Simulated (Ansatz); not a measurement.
# KI (Fm-3m): refractive index against wavelength

The refractive index of KI (Fm-3m) below the direct gap (3.97 eV on the mesh) is read from one computed spectrum, n = √(Re ε).

Symmetry: Fm-3m, No. 225, cubic system. Conventional cell: a = 7.066 Å, b = 7.066 Å, c = 7.066 Å, α = 90.00°, β = 90.00°, γ = 90.00°. I on site b is surrounded by 6 K at 3.53 Å. K on site a has 6 I at 3.53 Å as nearest neighbours.

Method: Ansatz 0.2.0, PBE, independent particles, k-mesh 8×8×8 with interpolation inside its cells, Gaussian parameter 0.15 eV.

Launch of the response step: `ansatz run input.yaml --threads 4 --pin off --max-ram 8192MiB --backend cpu --events-out ev --progress --plain --runs-dir out`. The run took 6 s, on 4 threads of Arm Neoverse V2 (shared host).

| wavelength (nm) | photon energy E (eV) | n |
| --- | --- | --- |
| 1310 | 0.946 | 1.8108 |
| 1064 | 1.165 | 1.8167 |
| 850 | 1.459 | 1.8268 |
| 700 | 1.771 | 1.8406 |
| 633 | 1.959 | 1.8506 |
| 532 | 2.331 | ? |
| 450 | 2.755 | 1.9117 |

In the single-oscillator model n² − 1 = E₀E_d/(E₀² − E²), so 1/(n² − 1) = E₀/E_d − E²/(E₀E_d) is linear in E².

Working, on the rows shown:

| x = E² (eV²) | y = 1/(n² − 1) |
| --- | --- |
| 0.895757 | 0.43879 |
| 1.35784 | 0.434707 |
| 2.12762 | 0.427863 |
| 3.13716 | 0.418794 |
| 3.83641 | 0.412419 |
| 7.59115 | 0.376705 |

Means: x̄ = 3.1577, ȳ = 0.41821. Σ(x − x̄)(y − ȳ) = -0.2741, Σ(x − x̄)² = 29.53. Slope = -0.2741 / 29.53 = -0.009282; intercept = ȳ − slope · x̄ = 0.44752. Turned back into n, the line misses the rows shown by at most 0.0008.

Q: Predict the last column of the withheld row from the fit.

A: At x = 5.4314 the line gives y = 0.39711, that is 1.8757. The run gave 1.8748, so the interpolation is off by 0.00089, 0.9 % of the range in the table.

Refitted with all rows, the slope is -0.009252 and the intercept 0.44749. These give E₀ = √(intercept/−slope) = 6.95 eV and E_d = E₀/intercept = 15.5 eV; E₀ is 1.8 times the direct gap. The electronic limit at long wavelengths, without lattice vibrations, is n = √(1 + 1/intercept) = 1.799. Excitons are left out and so are local fields; PBE gaps are as a rule too small. Spin-orbit coupling is left out.
